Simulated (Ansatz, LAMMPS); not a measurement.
# Structural relaxation of a frame of liquid dimethyl carbonate from 300 K (108 atoms), part 3 of 3

How does a frame of liquid dimethyl carbonate from 300 K (108 atoms) relax, and what do bonds, charges and levels look like afterwards?

Ansatz 0.2.0; Kohn-Sham DFT, PBE+D4, PAW (set soft_2), plane waves.

The cell: 27 C, 27 O and 54 H. The network of contacts between molecules at the start is that of the classical potential that made the cell. The density was typed from a rule of thumb and may lie off the real one at this temperature. The Brillouin zone is sampled at Γ only, in a cell whose shortest periodic width is 11 Å.

So far, density (g/cm³): step 5 (structure statistics after relaxation) 1.07.

## 6. Single point at the relaxed geometry

The electronic structure is read at the final geometry, in a run of its own.

The input, input.yaml:

```yaml
crystal:
  lattice:
    - [10.78542, 0.0, 0.0]
    - [0.0, 10.78542, 0.0]
    - [0.0, 0.0, 10.78542]
  atoms:
    - { symbol: C, position: [0.74722, 0.17111, 0.22182] }
    - { symbol: O, position: [0.72239, 0.07731, 0.12897] }
    - { symbol: C, position: [0.6042, 0.07264, 0.09004] }
    - { symbol: O, position: [0.51958, 0.13867, 0.12508] }
    - { symbol: O, position: [0.59556, 0.98105, 0.00573] }
    - { symbol: C, position: [0.47243, 0.9616, 0.95763] }
    - { symbol: H, position: [0.84542, 0.16015, 0.24492] }
    - { symbol: H, position: [0.72832, 0.26384, 0.18439] }
    - { symbol: H, position: [0.68946, 0.15636, 0.30416] }
    - { symbol: H, position: [0.47857, 0.87878, 0.89973] }
    - { symbol: H, position: [0.40639, 0.94569, 0.03314] }
    - { symbol: H, position: [0.44274, 0.04199, 0.90269] }
    - { symbol: C, position: [0.32357, 0.07634, 0.34594] }
    - { symbol: O, position: [0.26176, 0.13902, 0.44651] }
    - { symbol: C, position: [0.13844, 0.14995, 0.43305] }
    - { symbol: O, position: [0.07738, 0.1128, 0.34554] }
    - { symbol: O, position: [0.09503, 0.20919, 0.53346] }
    - { symbol: C, position: [0.96218, 0.22669, 0.53473] }
    - { symbol: H, position: [0.42214, 0.08009, 0.36892] }
    - { symbol: H, position: [0.29145, 0.98006, 0.34021] }
    - { symbol: H, position: [0.3076, 0.12441, 0.258] }
    - { symbol: H, position: [0.91396, 0.1375, 0.53974] }
    - { symbol: H, position: [0.94324, 0.28098, 0.61811] }
    - { symbol: H, position: [0.9326, 0.27809, 0.45227] }
    - { symbol: C, position: [0.00934, 0.54393, 0.74958] }
    - { symbol: O, position: [0.01317, 0.54981, 0.61583] }
    - { symbol: C, position: [0.90411, 0.52665, 0.55942] }
    - { symbol: O, position: [0.80706, 0.50126, 0.61077] }
    - { symbol: O, position: [0.92257, 0.5358, 0.43656] }
    - { symbol: C, position: [0.81155, 0.52084, 0.36234] }
    - { symbol: H, position: [0.97843, 0.4522, 0.78063] }
    - { symbol: H, position: [0.10412, 0.56187, 0.78044] }
    - { symbol: H, position: [0.9467, 0.61487, 0.78619] }
    - { symbol: H, position: [0.7695, 0.42977, 0.37865] }
    - { symbol: H, position: [0.74458, 0.59359, 0.38493] }
    - { symbol: H, position: [0.84164, 0.52997, 0.266] }
    - { symbol: C, position: [0.54078, 0.95296, 0.59505] }
    - { symbol: O, position: [0.62239, 0.87545, 0.5229] }
    - { symbol: C, position: [0.74381, 0.90065, 0.53896] }
    - { symbol: O, position: [0.78663, 0.9811, 0.60502] }
    - { symbol: O, position: [0.80826, 0.82186, 0.46731] }
    - { symbol: C, position: [0.94109, 0.8384, 0.4748] }
    - { symbol: H, position: [0.55797, 0.05093, 0.57461] }
    - { symbol: H, position: [0.44691, 0.92637, 0.56752] }
    - { symbol: H, position: [0.55582, 0.93628, 0.69422] }
    - { symbol: H, position: [0.97099, 0.83574, 0.57169] }
    - { symbol: H, position: [0.98082, 0.76039, 0.4242] }
    - { symbol: H, position: [0.96855, 0.92661, 0.43254] }
    - { symbol: C, position: [0.19142, 0.70631, 0.24734] }
    - { symbol: O, position: [0.21206, 0.57422, 0.25451] }
    - { symbol: C, position: [0.15212, 0.50842, 0.1674] }
    - { symbol: O, position: [0.08495, 0.54955, 0.0867] }
    - { symbol: O, position: [0.17882, 0.38769, 0.18608] }
    - { symbol: C, position: [0.11966, 0.30467, 0.09962] }
    - { symbol: H, position: [0.2283, 0.74437, 0.33379] }
    - { symbol: H, position: [0.2405, 0.7446, 0.16693] }
    - { symbol: H, position: [0.09205, 0.72613, 0.23975] }
    - { symbol: H, position: [0.02062, 0.32623, 0.09159] }
    - { symbol: H, position: [0.16324, 0.31267, 0.00791] }
    - { symbol: H, position: [0.13245, 0.21187, 0.1383] }
    - { symbol: C, position: [0.31794, 0.62276, 0.5815] }
    - { symbol: O, position: [0.2862, 0.69935, 0.68706] }
    - { symbol: C, position: [0.23856, 0.81037, 0.65833] }
    - { symbol: O, position: [0.22305, 0.85167, 0.55423] }
    - { symbol: O, position: [0.21253, 0.86931, 0.7652] }
    - { symbol: C, position: [0.15805, 0.99075, 0.75023] }
    - { symbol: H, position: [0.38054, 0.67327, 0.5192] }
    - { symbol: H, position: [0.36467, 0.54151, 0.61998] }
    - { symbol: H, position: [0.23374, 0.59582, 0.5314] }
    - { symbol: H, position: [0.21316, 0.04791, 0.68688] }
    - { symbol: H, position: [0.06285, 0.98284, 0.71515] }
    - { symbol: H, position: [0.15732, 0.03106, 0.84336] }
    - { symbol: C, position: [0.55593, 0.76841, 0.24864] }
    - { symbol: O, position: [0.48545, 0.71575, 0.14825] }
    - { symbol: C, position: [0.51048, 0.59541, 0.12607] }
    - { symbol: O, position: [0.58002, 0.52994, 0.18564] }
    - { symbol: O, position: [0.44236, 0.56061, 0.02764] }
    - { symbol: C, position: [0.4635, 0.43438, 0.98879] }
    [... 24 atom lines left out ...]
    - { symbol: H, position: [0.74994, 0.16407, 0.77259] }
    - { symbol: H, position: [0.73379, 0.33073, 0.78367] }
    - { symbol: H, position: [0.60265, 0.23247, 0.81113] }
    - { symbol: H, position: [0.3714, 0.3561, 0.45485] }
    - { symbol: H, position: [0.48282, 0.4745, 0.41618] }
    - { symbol: H, position: [0.4595, 0.34712, 0.31318] }
kpoints:
  mp_grid: { grid: [1, 1, 1] }
hamiltonian:
  xc: pbe
  dispersion: d4
scf:
  occupations: { method: fixed }
output:
  forces: true
  stress: true
  populations: true
  dos:
    method: { smearing: { sigma: 0.15 } }
    de: 0.1
    projected: { site_lists: { C: [C], H: [H], O: [O] } }
  eigenvalues: true
  write_density: true
  write_potential: true
  volumetric_format: npy
  elf: true
```

Started as:

```console
> ansatz run input.yaml --threads 4 --pin off --max-ram 8192MiB --backend cpu --events-out ev --progress --plain --runs-dir out
```

Numbers of over 12 decimals in the logs are rounded to 6 here.

The log of the run:

```text
[...]
Crystal: 108 atoms, lattice volume = 1254.617 Å³
Basis set: ecut = 420 eV, 24405 PW (Γ), exchange–correlation on 150×150×150 points (8 copies of the dense FFT grid, shifted against one another)
Bands: 270, of which v1, the nominal top of the filled ones, is band 162 counted from 1 (161 counted from 0)
Symmetry: 1 space group operations
[...]
k-points: 1
[...]
SCF iter   1: F=—  HF=-22950.959678 eV  |F-HF|=—  |Δ(HF+E_count)|=         —  Δρ=3.75e-3  dr2=1.46e-1  ethr=1.77e-3  ⟨swp⟩=5.0  Hψ=921  notcnv=0  defer=104
[...]
SCF iter   9: F=-22950.969504 eV  HF=-22950.969504 eV  |F-HF|=5.08e-8  |Δ(HF+E_count)|=   2.38e-7  Δρ=2.38e-6  dr2=6.95e-8  ethr=3.09e-11  ⟨swp⟩=18.0  Hψ=2588  notcnv=0
SCF 1 converged in 9 iterations: F = -22950.969504 eV  dr2 = 6.95e-8
[...]
WARN: The input density's exchange-correlation potential varies sharply where the density is thin. Do not read a vacuum level from v_tot or v_xc, or from such a field of the output density. On a cell that repeats whose density bears no net charge and no dipole along the vacuum's axis use v_es (v_loc + v_h of the components); [...]
SCF converged after 9 iterations
Free energy (F): -22950.969504 eV
[...]
Internal energy: -22950.969504 eV  (E = F + TS)
E sigma→0 (E₀):  -22950.969504 eV
Fermi energy:    -1.839281 eV
[...]
--- Forces (eV/Å), atoms counted from 1 ---
  atom   1  C     -0.00152201    -0.00313553    -0.01707038
  atom   2  O      0.00092634     0.00811120     0.00296642
  atom   3  C     -0.01446078    -0.00746594     0.00345557
  atom   4  O      0.00839388    -0.00266797    -0.00678043
  atom   5  O      0.00968605     0.00945791     0.00950706
  atom   6  C      0.00343184     0.00301049    -0.00465144
  atom   7  H     -0.00310162     0.00129749    -0.00006423
  atom   8  H      0.00025711    -0.00434563     0.00413450
  atom   9  H     -0.00254995    -0.00024655     0.00085658
  atom  10  H     -0.00158855    -0.00070601    -0.00042430
  atom  11  H     -0.00484529    -0.00388213     0.00671429
  atom  12  H     -0.00140714     0.00081089    -0.00170279
  atom  13  C     -0.00517532    -0.00033360     0.02617541
  atom  14  O      0.00326893     0.01301600    -0.00251456
[...]
atom 107  H     -0.00085901     0.00420116     0.00025688
  atom 108  H      0.00086078     0.00211682    -0.00108331
  max |Σ_I F_I| component: 1.95e-4 eV/Å
--- Stress (GPa, compression-positive) ---
       -0.165795      -0.018937      -0.066358
       -0.018937      -0.005434      -0.013557
       -0.066358      -0.013558      -0.261950
  P = ⅓ Tr σ = -0.1444 GPa (-1.444 kbar)
--- Band table (eV) ---
[...]
--- Löwdin populations: 108 sites ---
  site symbol       q [e]
     0      C      4.2328
     1      O      6.2695
     2      C      3.2972
[...]
107      H      0.7720
  spilling = 0.014041 (of n_electrons = 324.000000)
```

Elapsed: 5.2 s, on 4 threads of AMD EPYC 9R45, shared host; peak memory 1.3 GiB.

The program notes that the exchange-correlation potential is rough where the density is thin.

Numbers from this run:

```
free energy                                      : -22950.9695 eV
free energy per atom                             : -212.5090 eV/atom
SCF cycles                                       : 9
pressure                                         : -0.1444 GPa
r.m.s. force component                           : 0.00651 eV/Å
longest force                                    : 0.04399 eV/Å
Fermi energy                                     : -1.839 eV
gap (highest filled to lowest empty level) : 5.383 eV
spilling of the projection                       : 0.01404
```

Löwdin charges by element and coordination (they lack the spilled electrons, 0.042 e an atom on average):

```csv
element,coordination,atoms,mean charge (e),spread,least,most
C,all,27,0.0848,0.440,-0.237,0.716
C,3,9,0.708,0.005,0.701,0.716
C,4,18,-0.227,0.0045,-0.237,-0.220
H,all,54,0.206,0.0121,0.182,0.233
O,all,27,-0.329,0.0818,-0.453,-0.260
O,1,9,-0.444,0.0062,-0.453,-0.432
O,2,18,-0.271,0.0046,-0.279,-0.260
```

States in the cell by windows of 1 eV, zero at the Fermi level; the larger projections on atomic orbitals stand beside the total:

```csv
from (eV),to (eV),total,O p,C p,H s,O s
-10,-9,0.0,0.0,0.0,0.0,0.0
-9,-8,0.7,0.2,0.2,0.1,0.1
-8,-7,21.4,6.2,5.7,3.8,2.3
-7,-6,21.7,9.8,8.5,1.8,1.0
-6,-5,28.2,14.8,7.4,1.9,3.2
-5,-4,40.8,13.2,17.7,8.1,1.0
-4,-3,26.9,8.1,12.5,5.3,0.6
-3,-2,34.3,13.1,11.1,7.6,1.8
-2,-1,14.0,10.3,1.5,1.6,0.3
-1,0,44.8,38.3,2.6,3.4,0.0
0,1,1.2,1.1,0.0,0.0,0.0
1,5,0.0,0.0,0.0,0.0,0.0
```

With fixed occupations the program's Fermi level is the highest filled level; weight inside the gap is the broadening of levels at its edges.

Between -23 and -10 eV lie 90 more states.

The levels nearest the highest filled one (over half full), pooled over k-points and spins:

```csv
level less the highest filled one (eV),occupation
-0.267,2
-0.255,2
-0.238,2
-0.173,2
-0.0727,2
0,2
5.38,0
5.96,0
6.01,0
6.05,0
6.12,0
6.17,0
```

Electrostatic potential energy in the ac plane at fractional y = 0.544, with atoms of C and O and H within 0.2 Å of it. With pseudopotentials it is smooth inside the atoms' cores, unlike the true potential.

Ten even steps from '0' (-45 eV) to '9' (6 eV), each cell a mean:
```
999999999999757999999999999999
999999999999999999999999999999
999999999999999999999999999999
899999999999999999999999999999
356479999999999999857999999986
004479999999999999747999999971
026899999999999999999999999972
358999999998999999999999999986
016999999843799999999996357761
017999998854899999999995232121
579999988888999999999998750015
999999989999999999999999974247
999999999999999999999999984015
999999999999999999999987662004
999999999999999999999973015348
999999999999999999999972016899
999997579999999999999997547999
999983027999999998999999616999
998752148999999842389999878999
998401589999998610169999999999
973113789999986333599999999999
930038899999865568999999999999
952269999998301689999999999999
998899999998201799999999999999
```
Columns run along a (10.8 Å; values clipped at the 3rd and 97th percentile), rows up along c (10.8 Å). Atoms in or near the plane, at fractional coordinates: C at (0.01, 0.75), O at (0.01, 0.62), C at (0.90, 0.56), O at (0.92, 0.44), H at (0.10, 0.78), H at (0.84, 0.27), O at (0.08, 0.09), H at (0.36, 0.62), O at (0.58, 0.19), O at (0.44, 0.03).

Valence density in the ac plane at fractional y = 0.544, with atoms of C and O and H within 0.2 Å of it. It is the smooth field of the valence electrons, not physical close to the nuclei.

Ten steps, logarithmic in the rise over the least value, from '_' (0.0 e/Å³) to '@' (6.1 e/Å³), each cell a mean:
```
__........__________..--++****==::__________________________
______________________..::--::....__________________________
__________________________..________________________________
------::..________________________..::::....__________..::::
******++--..____________________..::==++--::________..::==++
######**==..____________________..::==++==::________..--++##
##**++==::..____________________....::--::............::==**
##**==::..______..::----::__________........::======--::==**
@@@@**--..____..--==****==..______________::==**%%##++++**%%
@@@@**--......--==++****==..______________::==##%%####**##%%
****==::....::--========::..______________..--++****######**
--::..____..::----::::....__________________..::--==**##**==
--..________........______......__________....::--==##@@%%**
==..______________________......________..::==++++**%%@@@@##
--..______________________......________..--++####**######++
..______..::----::______________________..--++**##**++==--::
______..--**##**==::__________..............--++**##++--..__
____..--++%%@@%%**--________..::==++++--......--++**++::____
__..::==**%%%%##++::______..::++##@@%%++::..__..----::..____
..--++****##**++--..____..::==**%%@@@@**--..______..________
--**%%%%##**==::..____..::==++**##%%##==::________________..
==%%@@@@##++--..____..--++******++++--::..________________..
==##@@%%**--..______::++%%@@%%**==::..____________________..
::==++++--..________::++%%@@%%**--..________________________
```
Columns run along a (10.8 Å), rows up along c (10.8 Å). Atoms in or near the plane, at fractional coordinates: C at (0.01, 0.75), O at (0.01, 0.62), C at (0.90, 0.56), O at (0.92, 0.44), H at (0.10, 0.78), H at (0.84, 0.27), O at (0.08, 0.09), H at (0.36, 0.62), O at (0.58, 0.19), O at (0.44, 0.03).

Mean Löwdin charges: C +0.08, H +0.21, O -0.33 e (they miss 1.4 % of the electrons, so they add up to more than the cell's charge). The largest share in the top eV of filled states is O p (86 % of the projected weight), and in the lowest eV of empty states C p (46 % of the projected weight).

A closer look about C3, picked at random: 13 atoms, nearest first, numbered in the order of the input, with positions taken from that point.

```csv
atom,x,y,z,distance (Å),bonds,Löwdin charge (e)
C3,0.00,0.00,0.00,0.00,3,0.70
O4,-0.91,0.71,0.38,1.22,1,-0.45
O2,1.27,0.05,0.42,1.34,2,-0.27
O5,-0.09,-0.99,-0.91,1.35,2,-0.27
C6,-1.42,-1.20,-1.43,2.34,4,-0.22
C1,1.54,1.06,1.42,2.35,4,-0.23
H11,-2.13,-1.37,-0.61,2.61,1,0.20
H9,0.92,0.90,2.31,2.64,1,0.21
H8,1.34,2.06,1.02,2.66,1,0.21
H12,-1.74,-0.33,-2.02,2.69,1,0.19
H79,-0.90,-2.26,1.83,3.04,1,0.20
H10,-1.35,-2.09,-2.05,3.23,1,0.22
H7,2.60,0.94,1.67,3.23,1,0.23
```

The column of bonds counts only the pairs H-C within 1.34 Å, C-O within 1.73 Å; other neighbours, such as metal atoms beside each other in a compound, aren't counted, and periodic images can show an atom twice.

## 7. With scf.occupations.method = "tetrahedron_uncorrected"

Changed here: scf.occupations.method = "tetrahedron_uncorrected".

Edit input.yaml of step 6 so:

```diff
@@ -6,3 +6,3 @@
   atoms:
-    [... the 108 atom lines of step 6 ...]
+    [... the 108 atom lines of step 3 ...]
 kpoints:
@@ -13,3 +13,3 @@
 scf:
-  occupations: { method: fixed }
+  occupations: { method: tetrahedron_uncorrected }
 output:
@@ -23,5 +23 @@
   eigenvalues: true
-  write_density: true
-  write_potential: true
-  volumetric_format: npy
-  elf: true
```

The log of the run:

```text
Warning: scf.occupations.method: one k-point leaves the tetrahedra no width, so the bands are filled by fermi_dirac at 0.0002 eV. In a gap the Fermi level, from which typed energy windows count, stands in the middle, and a product that sums over its own mesh keeps the tetrahedra and counts from the valence top. [...]
[...]
Crystal: 108 atoms, lattice volume = 1254.617 Å³
Basis set: ecut = 420 eV, 24405 PW (Γ), exchange–correlation on 150×150×150 points (8 copies of the dense FFT grid, shifted against one another)
Bands: 270, of which v1, the nominal top of the filled ones, is band 162 counted from 1 (161 counted from 0)
Symmetry: 1 space group operations
[...]
k-points: 1
[...]
SCF iter   1: F=—  HF=-22946.135324 eV  |F-HF|=—  |Δ(HF+E_count)|=         —  Δρ=4.39e-3  dr2=2.56e-1  ethr=1.77e-3  ⟨swp⟩=6.0  Hψ=1201  notcnv=0  defer=12
[...]
SCF iter   9: F=—  HF=-22946.100586 eV  |F-HF|=—  |Δ(HF+E_count)|=   3.85e-7  Δρ=4.42e-6  dr2=2.35e-7  ethr=6.08e-10  ⟨swp⟩=2.0  Hψ=331  notcnv=0  defer=104
SCF iter  10: F=-22946.100586 eV  HF=-22946.100586 eV  |F-HF|=1.52e-8  |Δ(HF+E_count)|=   4.00e-8  Δρ=1.50e-6  dr2=3.02e-8  ethr=3.09e-11  ⟨swp⟩=14.0  Hψ=1673  notcnv=0
SCF 1 converged in 10 iterations: F = -22946.100586 eV  dr2 = 3.02e-8
[...]
SCF converged after 10 iterations
Free energy (F): -22946.100586 eV
[...]
Internal energy: -22946.100586 eV  (E = F + TS)
E sigma→0 (E₀):  -22946.100586 eV
Fermi energy:    0.716640 eV
[...]
Σ components = -22946.100586   (vs F -22946.100586, Δ=0.00e0)
--- Forces (eV/Å), atoms counted from 1 ---
  atom   1  C     -2.08845281     0.48551012     0.55019327
  atom   2  O     -0.96098174     0.77556168    -1.23982210
  atom   3  C     -1.29533754    -1.75065203     0.99938602
  atom   4  O      1.47328275    -0.28975582    -0.25589417
[...]
atom 108  H      0.05463514     0.01010117     0.11059415
  max |Σ_I F_I| component: 9.94e-5 eV/Å
--- Stress (GPa, compression-positive) ---
        1.214662      -1.180749      -0.552594
       -1.180750      -0.081367       0.562342
       -0.552594       0.562341       0.753084
  P = ⅓ Tr σ = 0.6288 GPa (6.288 kbar)
--- Band table (eV) ---
[...]
--- Löwdin populations: 108 sites ---
  site symbol       q [e]
     0      C      4.2057
     1      O      6.2694
     2      C      3.3183
[...]
107      H      0.7829
  spilling = 0.013842 (of n_electrons = 324.000000)
```

Wall time 5.6 s (4 threads); peak memory 1.3 GiB.

Notices of the run: tetrahedra set aside.

Geometry and reference: those of the single point at the start.

The program set the tetrahedra aside and kept another filling, so they aren't tested. Forces differ from those of the single point at the start by 0 meV/Å r.m.s., 0 % of their size. It took 1.2 times the reference's time (shared host, so rough). The change had no effect here: energy, forces and cycles are those of the reference.

## 8. Results

| Quantity | Value |
| --- | --- |
| energy change in the relaxation | -45.08 meV/atom |
| r.m.s. displacement | 1.064 Å |
| largest displacement | 2.922 Å |
| free energy per atom | -212.5090 eV/atom |
| pressure | -0.1444 GPa |
| r.m.s. force component | 0.00651 eV/Å |
| gap (highest filled to lowest empty level) | 5.383 eV |
| wall time of the 4 DFT runs | 2.3 min |

What this shows: Relaxation lowers the energy by 45.1 meV/atom and moves atoms by 1.1 Å r.m.s.; the r.m.s. force component goes from 0.90 to 0.0065 eV/Å, the pressure goes from 0.63 to -0.14 GPa, and the gap from 5.14 to 5.38 eV. By the final cutoffs no bond was broken or made. First to last step the energy falls by 4.869 eV; the largest move, 2.92 Å, is that of H24. The H-C bonds go from 1.092 Å (spread 0.028) to 1.095 Å (spread 0.002). With the cutoffs above, 67 % of C atoms have 4, all H atoms have 1 and 67 % of O atoms have 2 bonded neighbours. Between filled and empty levels lie 5.38 eV (at Γ alone); a semilocal functional tends to put such gaps too low. In a disordered cell it changes from sample to sample and from frame to frame.

Caveats: The network of contacts between molecules at the start is that of the classical potential that made the cell; in DFT atoms moved by 1.1 Å r.m.s.

[Logs are printed without paths, hosts, clocks, repeated set-up lines and the standing remarks that a program may print on its own settings, such as how far it seeks lower states.]

[Hosts, paths, dates, database ids (printed as entryN), source tags and the programs' standing remarks are cut or masked in the printed files.]
